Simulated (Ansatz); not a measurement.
# Where Al_S (site 2) puts its levels in the gap of Al5AgS8 (F-43m), part 2 of 2

Wanted: the transition levels of a antisite in Al5AgS8 (F-43m), from a cell of 56 host atoms with 1 S taken out and 1 Al put in.

Ansatz; place-levels on PBEsol runs: charge-transition levels and formation energies with image-charge correction and potential alignment at the atomic sites.

So far: The starting structure; The runs of each charge state.

## (3) Levels against the band edges, PBEsol

A charged cell interacts with its images and the background, and its potential has another zero than the host's. place-levels removes the first by a point-charge model, screened by the static dielectric constant since the ions have relaxed around the charge, and the second by comparing potentials at atoms far from the defect.

The host is a run of the defect-free crystal in the same cutoffs, grids and k-points, so that basis and sampling errors cancel in part in the differences. Its band edges come from a run of the primitive cell that searches the zone for them. Chemical potentials are energies per atom of S (S12 rings, Pnnm, not the stable S8 form) and Al (fcc), run with the same functional and cutoff.

Contents of levels.point.yaml:

```yaml
host:
  run: host.point.run
  levels_from: { run: edges.point.run }
states: [qm2_M1.point.run, qm1.point.run, q0_M1.point.run, qp1.point.run, qp2_M1.point.run, qm1_M2.point.run, qp1_M2.point.run]
geometry_from:
  qm2_M1.point.run: qm2_M1.relax.run
  qm1.point.run: qm1.relax_smeared.run
  q0_M1.point.run: q0_M1.relax.run
  qp1.point.run: qp1.relax_smeared.run
  qp2_M1.point.run: qp2_M1.relax.run
  qm1_M2.point.run: qm1_M2.relax.run
  qp1_M2.point.run: qp1_M2.relax.run
  host.point.run: host.relax.run
chemical_potentials:
  S:
    energy: -884.879081
    dataset: "<sha256 of the dataset>"
  Al:
    energy: -524.553864
    dataset: <sha256 of the dataset>
epsilon: 6.85
static_epsilon: 11.47
vertical:
  - { from: qm2_M1.point.run, to: qm2_M1.point_neutral.run }
  - { from: qm1.point.run, to: qm1.point_neutral.run }
  - { from: qp1.point.run, to: qp1.point_neutral.run }
  - { from: qp2_M1.point.run, to: qp2_M1.point_neutral.run }
  - { from: qm1_M2.point.run, to: qm1_M2.point_neutral.run }
  - { from: qp1_M2.point.run, to: qp1_M2.point_neutral.run }
```

Launch:

```bash
ansatz place-levels levels.point.yaml -- --threads 4 --pin off --max-ram 7536MiB
```

Numbers of over 12 decimals in the logs are rounded to 6 here.

Log:

```text
[... repeated set-up lines and file paths are left out, and long positions are rounded to six places ...]
(+2/+1) 0.576 eV above the valence edge, 0.767 eV under the conduction edge
(+1/0) 2.052 eV above the valence edge, in the conduction band; not on the lower envelope
(0/-1) 1.503 eV above the valence edge (+1.652 eV without the band-filling correction), in the conduction band; not on the lower envelope
(-1/-2) 1.411 eV above the valence edge (+2.115 eV without the band-filling correction), in the conduction band; not on the lower envelope
(+1/-2) 1.655 eV above the valence edge (+1.940 eV without the band-filling correction), in the conduction band: charges between them are lowest nowhere
formation energy of charge +2: +2.832 eV with the Fermi level at the valence edge
formation energy of charge +1: +3.408 eV with the Fermi level at the valence edge
formation energy of charge 0: +5.460 eV with the Fermi level at the valence edge
formation energy of charge -1: +6.963 eV with the Fermi level at the valence edge
formation energy of charge -2: +8.374 eV with the Fermi level at the valence edge
vertical -2 to 0: no energy, since no alignment is typed
  the change from vertical[0].from (qm2_M1.point.run) to vertical[0].to (qm2_M1.point_neutral.run): by its potential at epsilon 6.85 it stands at 0.614 0.114 0.601, with an rms radius of about 3.9 Å (2.2 2.2 2.2 Å across the planes of the cell's vectors); [...]
vertical -1 to 0: no energy, since no alignment is typed
  the change from vertical[1].from (qm1.point.run) to vertical[1].to (qm1.point_neutral.run): by its potential at epsilon 6.85 it stands at 0.630 0.133 0.631, with an rms radius of about 3.7 Å (2.0 2.5 2.0 Å across the planes of the cell's vectors); [...]
vertical +1 to 0: no energy, since no alignment is typed
  the change from vertical[2].from (qp1.point.run) to vertical[2].to (qp1.point_neutral.run): by its potential at epsilon 6.85 it stands at 0.654 0.268 0.582, with an rms radius of about 6.9 Å (3.8 4.3 3.9 Å across the planes of the cell's vectors); [...]
vertical +2 to 0: no energy, since no alignment is typed
  the change from vertical[3].from (qp2_M1.point.run) to vertical[3].to (qp2_M1.point_neutral.run): by its potential at epsilon 6.85 it stands at 0.447 0.071 0.661, with an rms radius of about 4.5 Å (2.6 2.7 2.5 Å across the planes of the cell's vectors); [...]
vertical -1 to 0: no energy, since no alignment is typed
  the change from vertical[4].from (qm1_M2.point.run) to vertical[4].to (qm1_M2.point_neutral.run): by its potential at epsilon 6.85 it stands at 0.643 0.103 0.600, with an rms radius of about 4.0 Å (2.2 2.4 2.4 Å across the planes of the cell's vectors); [...]
vertical +1 to 0: no energy, since no alignment is typed
  the change from vertical[5].from (qp1_M2.point.run) to vertical[5].to (qp1_M2.point_neutral.run): by its spins about the atoms it stands at 0.493 0.993 0.639, with an rms radius of about 2.9 Å (1.7 1.7 1.5 Å across the planes of the cell's vectors); [...]
  edges by pbesol of host.levels_from (edges.point.run), its mesh sampled to repeats of 35.61 Å (the valence edge +0.050 eV and the conduction edge -0.391 eV from those of the host's own run), gap 1.343 eV; the host is sampled to repeats of 28.49 Å
  the defect's cells are sampled to repeats of 28.49 Å, like sampling
  charge +2: -68603.3683 eV with its correction of +0.513 eV, at epsilon 11.47, aligned at sites: -0.0972 eV, mean over 29 atomic sites at or beyond 5.04 Å from the host's site at [0.6132, 0.1132, 0.6132] by the defect at [0.6139, 0.1139, 0.6139], with [...]
  charge +1: -68595.8514 eV with its correction of +0.097 eV, at epsilon 11.47, aligned at sites: -0.0794 eV, mean over 29 atomic sites at or beyond 5.04 Å from the host's site at [0.6132, 0.1132, 0.6132] by the defect at [0.6139, 0.1139, 0.6139], with [...]
  charge 0: +0.000 eV for its dipole among its images, +0.013 omitted
  charge -1: -68578.2652 eV with its correction of +0.195 eV, at epsilon 11.47, aligned at sites: +0.0068 eV, mean over 29 atomic sites at or beyond 5.04 Å from the host's site at [0.6132, 0.1132, 0.6132] by the defect at [0.6139, 0.1139, 0.6139], with [...]
  charge -2: -68569.2088 eV with its correction of +0.625 eV, at epsilon 11.47, aligned at sites: +0.0414 eV, mean over 29 atomic sites at or beyond 5.04 Å from the host's site at [0.6132, 0.1132, 0.6132] by the defect at [0.6139, 0.1139, 0.6139], with [...]
  charge +1: states[6] (qp1_M2.point.run) stands 0.588 eV higher, with a moment of 2.00 μB against 0.00
  charge -1: states[5] (qm1_M2.point.run) stands 0.125 eV higher, with a moment of 2.00 μB against 0.00
  of states[4] (qp2_M1.point.run): how wide its charge is, is not read beside other atoms or cores, and a band state would take no correction. [...]
  of states[3] (qp1.point.run): how wide its charge is, is not read beside other atoms or cores, and a band state would take no correction. [...]
  of states[2] (q0_M1.point.run): its sublattices stand up to 0.0794 Å off the host's, which by the two runs' forces adds about -0.03 eV to its energy against the host's, and moves the band edges: relax the crystal first, and build the cells on it; [...]
  of states[1] (qm1.point.run): it parts from the run at its places by a charge that spreads by about 2.5 Å along one vector (1.7 Å or more is wide), by its potential at epsilon 6.85, taken for that of held ions (one typed too small widens it), where the cell [...]
  of states[0] (qm2_M1.point.run): it parts from the run at its places by a charge that spreads by about 2.2 Å along one vector (1.7 Å or more is wide), by its potential at epsilon 6.85, taken for that of held ions (one typed too small widens it), where the [...]
  of states[6] (qp1_M2.point.run): how wide its charge is, is not read beside other atoms or cores, and a band state would take no correction. [...]
  of states[5] (qm1_M2.point.run): it parts from the run at its places by a charge that spreads by about 2.4 Å along one vector (1.7 Å or more is wide), by its potential at epsilon 6.85, taken for that of held ions (one typed too small widens it), where the [...]
  of vertical[0].from (qm2_M1.point.run): its sublattices stand up to 0.1071 Å off the host's, which by the two runs' forces adds about -0.01 eV to its energy against the host's, and moves the band edges: relax the crystal first, and build the cells on it; [...]
  vertical[0].to (qm2_M1.point_neutral.run): levels filled in part (TS 0.004 eV): its energy is of no whole electron's
  of vertical[1].from (qm1.point.run): its displacements don't fall off away from the defect: farther atoms stand 0.055 Å off the host's places. [...]
  of vertical[1].to (qm1.point_neutral.run): its displacements don't fall off away from the defect: farther atoms stand 0.055 Å off the host's places. [...]
  of vertical[2].from (qp1.point.run): its displacements don't fall off away from the defect: farther atoms stand 0.061 Å off the host's places. [...]
  of vertical[2].to (qp1.point_neutral.run): its displacements don't fall off away from the defect: farther atoms stand 0.061 Å off the host's places. [...]
  of vertical[3].from (qp2_M1.point.run): its displacements don't fall off away from the defect: farther atoms stand 0.044 Å off the host's places. [...]
  vertical[3].to (qp2_M1.point_neutral.run): levels filled in part (TS 0.003 eV): its energy is of no whole electron's
  of vertical[3].to (qp2_M1.point_neutral.run): its displacements don't fall off away from the defect: farther atoms stand 0.044 Å off the host's places. [...]
  of vertical[4].from (qm1_M2.point.run): its sublattices stand up to 0.0592 Å off the host's, which by the two runs' forces adds about -0.02 eV to its energy against the host's, and moves the band edges: relax the crystal first, and build the cells on it; [...]
  of vertical[4].to (qm1_M2.point_neutral.run): it set out from the moments of a save, which an earlier run chose (saved_moments_taken); stability_check_not_made
  of vertical[5].from (qp1_M2.point.run): its displacements don't fall off away from the defect: farther atoms stand 0.044 Å off the host's places. [...]
  vertical[5].to (qp1_M2.point_neutral.run): levels filled in part (TS 0.002 eV): its energy is of no whole electron's
  of vertical[5].to (qp1_M2.point_neutral.run): its displacements don't fall off away from the defect: farther atoms stand 0.044 Å off the host's places. [...]
```

Wall time 0.89 s (4 threads of Arm Neoverse V1, shared host).

Under PBEsol the gap is 1.34 eV, (+2/+1) 0.58, (+1/0) 2.05 (outside the gap), (0/−1) 1.50 (outside the gap) (with band filling), (−1/−2) 1.41 (outside the gap) (with band filling) eV.

Levels between the charges placed, in eV above the valence top:

|  | gap (eV) | (+2/+1) | (+1/0) | (0/−1) | (−1/−2) |
| --- | --- | --- | --- | --- | --- |
| PBEsol | 1.34 | 0.58 | 2.05 | 1.50 | 1.41 |

Corrections by state:

| charge | moment (μB) | image terms and alignment (eV) | band filling (eV) | ε used | over the lowest of its charge, as the program ranks them, band filling apart (eV) |
| --- | --- | --- | --- | --- | --- |
| +2 | 1.0 | 0.513 | - | 11.47 | 0.000 |
| +1 | 0.0 | 0.097 | - | 11.47 | 0.000 |
| 0 | 1.0 | 0.000 | - | - | 0.000 |
| −1 | 0.0 | 0.195 | -0.148 | 11.47 | 0.000 |
| −2 | 1.0 | 0.625 | -0.853 | 11.47 | 0.000 |
| +1 | 2.0 | 0.114 | - | 11.47 | 0.588 |
| −1 | 2.0 | 0.160 | - | 11.47 | 0.125 |

The charged structures listed were also run neutral, and place-levels reads from each pair, by the potential or the spins, how wide the charge is by which they differ; that can be the carrier of either run.

| charge | rms radius (Å) | spread where it is widest against the cell (Å) | wide from (Å) | reading |
| --- | --- | --- | --- | --- |
| +2 | 4.5 | 2.68 | 1.74 | wide |
| +1 | 6.9 | 4.32 | 1.74 | wide |
| −1 | 3.7 | 2.49 | 1.74 | wide |
| −2 | 3.9 | 2.24 | 1.74 | wide |

The neutral runs of these pairs need not share the spin of the lowest neutral state, and very wide values only mean spread over the cell.

From the program's caveats on the states, each cut to its opening words:

- charge +2 (1 μB), +1, +1 (2 μB): how wide its charge is, is not read beside other atoms or cores, and a band state would take no correction
- charge +2 (1 μB), +1 (2 μB): its displacements don't fall off away from the defect: farther atoms stand 0.044 Å off the host's places
- charge +1: its displacements don't fall off away from the defect: farther atoms stand 0.061 Å off the host's places
- charge 0 (1 μB): its sublattices stand up to 0.0794 Å off the host's, which by the two runs' forces adds about -0.03 eV to its energy against the host's, and moves the band [...]
- charge 0 (1 μB): its displacements don't fall off away from the defect: farther atoms stand 0.047 Å off the host's places
- charge −1: it parts from the run at its places by a charge that spreads by about 2.5 Å along one vector (1.7 Å or more is wide), by its potential at epsilon 6.85, taken [...]
- charge −1: a band-filling correction moves a carrier to the host's band edge, which changes its energy by -0.148 eV
- charge −1: its sublattices stand up to 0.1647 Å off the host's, which by the two runs' forces adds about -0.01 eV to its energy against the host's, and moves the band [...]
- charge −1: its displacements don't fall off away from the defect: farther atoms stand 0.055 Å off the host's places
- charge −2 (1 μB): it parts from the run at its places by a charge that spreads by about 2.2 Å along one vector (1.7 Å or more is wide), by its potential at epsilon 6.85, taken [...]
- charge −2 (1 μB): a band-filling correction moves a carrier to the host's band edge, which changes its energy by -0.853 eV
- charge −2 (1 μB): its sublattices stand up to 0.1071 Å off the host's, which by the two runs' forces adds about -0.01 eV to its energy against the host's, and moves the band [...]
- charge −1 (2 μB): it parts from the run at its places by a charge that spreads by about 2.4 Å along one vector (1.7 Å or more is wide), by its potential at epsilon 6.85, taken [...]
- charge −1 (2 μB): its sublattices stand up to 0.0592 Å off the host's, which by the two runs' forces adds about -0.02 eV to its energy against the host's, and moves the band [...]

Chemical potentials of the elements' reference phases, run alike. Formation energy by charge state (elemental references; gap 1.34 eV):

| charge | at valence top (eV) | at conduction bottom (eV) | correction included (eV) |
| --- | --- | --- | --- |
| +2 | 2.83 | 5.52 | 0.51 |
| +1 | 3.41 | 4.75 | 0.10 |
| 0 | 5.46 | 5.46 | 0.00 |
| −1 | 6.96 | 5.62 | 0.05 |
| −2 | 8.37 | 5.69 | -0.23 |

Fermi level (eV), lowest formation energy (eV) and a bar from the least value:
```
     0.00       2.83 
     0.12       3.08 ####
     0.24       3.32 ########
     0.37       3.56 ###########
     0.49       3.81 ###############
     0.61       4.02 ###################
     0.73       4.14 ####################
     0.85       4.26 ######################
     0.98       4.38 ########################
     1.10       4.51 ##########################
     1.22       4.63 ############################
     1.34       4.75 ##############################
```

## (4) Levels against the band edges, r2SCAN

r2SCAN on the same structure is run to see how far the result rests on the functional, though not on the errors that semilocal functionals share; the sampling changes too, to one point at (¼, ¼, ¼), so differences hold both changes.

Contents of qm2_M1.r2scan/input.yaml:

```yaml
crystal:
  checkpoint: "../qm2_M1.relax.run"
  host: checkpoint
total_charge: -2
basis:
  ecutwfc: 500
  xc_grid: 2
hamiltonian:
  xc: r2scan
kpoints:
  mp_grid: { grid: [1, 1, 1], shift: [0.25, 0.25, 0.25] }
magnetization:
  spin_polarized: true
  initial_magnetization: 1
  spin_locking: { lock_magnetization: hard }
scf:
  occupations: { method: fermi_dirac, width: 0.01 }
  max_iter: 80
output:
  forces: true
  eigenvalues: true
  charged_corrections:
    epsilon: 6.85
    static_epsilon: 11.47
    defect_position: [0.613853, 0.113853, 0.613853]
checkpoint:
  write: "../qm2_M1.r2scan.run"
  compress: false
  write_wavefunctions: false
  write_every: 100000
```

The job ended after 78 s (4 threads; peak memory 3.3 GiB; 5.2 min of CPU time).

Contents of levels.r2scan.yaml:

```yaml
host:
  run: host.r2scan.run
  levels_from: { run: edges.r2scan.run }
states: [qm2_M1.r2scan.run, qm1.r2scan.run, q0_M1.r2scan.run, qp1.r2scan.run, qp2_M1.r2scan.run, qm1_M2.r2scan.run, qp1_M2.r2scan.run]
geometry_from:
  qm2_M1.r2scan.run: qm2_M1.relax.run
  qm1.r2scan.run: qm1.relax_smeared.run
  q0_M1.r2scan.run: q0_M1.relax.run
  qp1.r2scan.run: qp1.relax_smeared.run
  qp2_M1.r2scan.run: qp2_M1.relax.run
  qm1_M2.r2scan.run: qm1_M2.relax.run
  qp1_M2.r2scan.run: qp1_M2.relax.run
  host.r2scan.run: host.relax.run
chemical_potentials:
  S:
    energy: -905.805179
    dataset: "<sha256 of the dataset>"
  Al:
    energy: -540.416008
    dataset: <sha256 of the dataset>
```

Launch:

```bash
ansatz place-levels levels.r2scan.yaml -- --threads 4 --pin off --max-ram 7536MiB
```

Log:

```text
(+2/+1) 0.737 eV above the valence edge, 1.153 eV under the conduction edge
(+1/0) 2.506 eV above the valence edge, in the conduction band; not on the lower envelope
(0/-1) 1.861 eV above the valence edge, 0.030 eV under the conduction edge; not on the lower envelope
[...]
formation energy of charge +2: +2.841 eV with the Fermi level at the valence edge
formation energy of charge +1: +3.578 eV with the Fermi level at the valence edge
formation energy of charge 0: +6.083 eV with the Fermi level at the valence edge
formation energy of charge -1: +7.944 eV with the Fermi level at the valence edge
formation energy of charge -2: +10.053 eV with the Fermi level at the valence edge
  edges by r2scan of host.levels_from (edges.r2scan.run), its mesh sampled to repeats of 35.61 Å (the valence edge +0.062 eV and the conduction edge -0.314 eV from those of the host's own run), gap 1.891 eV; the host is sampled to repeats of 14.24 Å
[... the lines on each state left out ...]
```

Run time: 0.48 s. Hardware: 4 threads.

Under r2SCAN the gap is 1.89 eV, (+2/+1) 0.74, (+1/0) 2.51 (outside the gap), (0/−1) 1.86, (−1/−2) 2.11 (outside the gap) (with band filling) eV; the stage before (PBEsol, at other k-points) gave a gap of 1.34 eV and levels within 0.70 eV of these.

## (5) Cost and result

Levels between neighbouring charges, in eV above each run's own valence top:

|  | gap (eV) | (+2/+1) | (+1/0) | (0/−1) | (−1/−2) | CPU time a state at this stage (restarts are quicker than cold starts) |
| --- | --- | --- | --- | --- | --- | --- |
| PBEsol, 2×2×2 shifted mesh | 1.34 | 0.58 | 2.05 | 1.50 | 1.41 | 8.5 min |
| r2SCAN on PBEsol structures, (¼, ¼, ¼) | 1.89 | 0.74 | 2.51 | 1.86 | 2.11 | 5.8 min |

## (6) Results

| Item | Value |
| --- | --- |
| gap of the host | 1.34 eV (PBEsol) |
| level (plus 2/plus 1) | 0.58 eV above the valence top |
| level (plus 1/0) | 2.05 eV above the valence top, past the conduction bottom, not a change between lowest states |
| level (0/minus 1) | 1.50 eV above the valence top, past the conduction bottom, not a change between lowest states (1.65 eV above the valence top without the band-filling term) |
| level (minus 1/minus 2) | 1.41 eV above the valence top, past the conduction bottom, not a change between lowest states (2.12 eV above the valence top without the band-filling term) |
| lowest of the charges placed, just above the valence top (0.02 eV) | +2 |
| lowest of the charges placed, just below the conduction bottom (0.02 eV) | +1 |
| lowest formation energy at mid-gap of the charges run, elemental references | 4.08 eV |
| standing of these levels | doubtful, see below |

What this shows: Of the charges placed (−2, −1, 0, +1 and +2), the lowest changes at 0.58 eV (+2/+1) above the valence top, in a gap of 1.34 eV. A neutral run at a charged structure lies 0.41 eV below the neutral state placed. Unless it holds a band carrier, charge 0 isn't at its lowest here, and with that energy the steps would read (+1/0) 1.64 eV and (0/−1) 1.92 eV, which can change which charges are lowest. Charges above +2 were not placed, so these runs say nothing of levels that involve them. States placed: +2 at 1 μB; +1 at 0 μB and 2 μB; 0 at 1 μB; −1 at 0 μB and 2 μB; −2 at 1 μB. Other spin states or structures, where not listed, weren't placed. The program finds carriers beyond a band edge of the host and adds a band-filling term at charge −2 (-0.85 eV) and −1 (-0.15 eV); steps to such a charge show no bound level, and a defect level inside a band would be read the same way. At charge +1 and +2 the atom put in ends up to 1.7 Å from its starting place, so the name tells the start alone and the levels can join different sites. What this leaves open: PBEsol makes the gap too small and tends to spread out bound carriers; spin–orbit coupling, which can matter with heavy atoms, is left out; force components of up to 0.15 eV/Å remain in a run at the final settings.

[Logs are printed without paths, hosts, clocks, repeated set-up lines and the standing remarks that a program may print on its own settings, such as how far it seeks lower states.]

[Hosts, paths, dates, database ids (printed as entryN), source tags and the programs' standing remarks are cut or masked in the printed files.]

[Where a table of states has a column of steps, it counts the stored structures, which are thinned; the runs took as many ionic steps or more.]

[A defect's name tells the site on which it was built; relaxed atoms can leave that site.]

[For some hosts the program warned that the k-mesh of the response run may be too coarse for force constants and the static dielectric constant; such warnings are not shown here.]
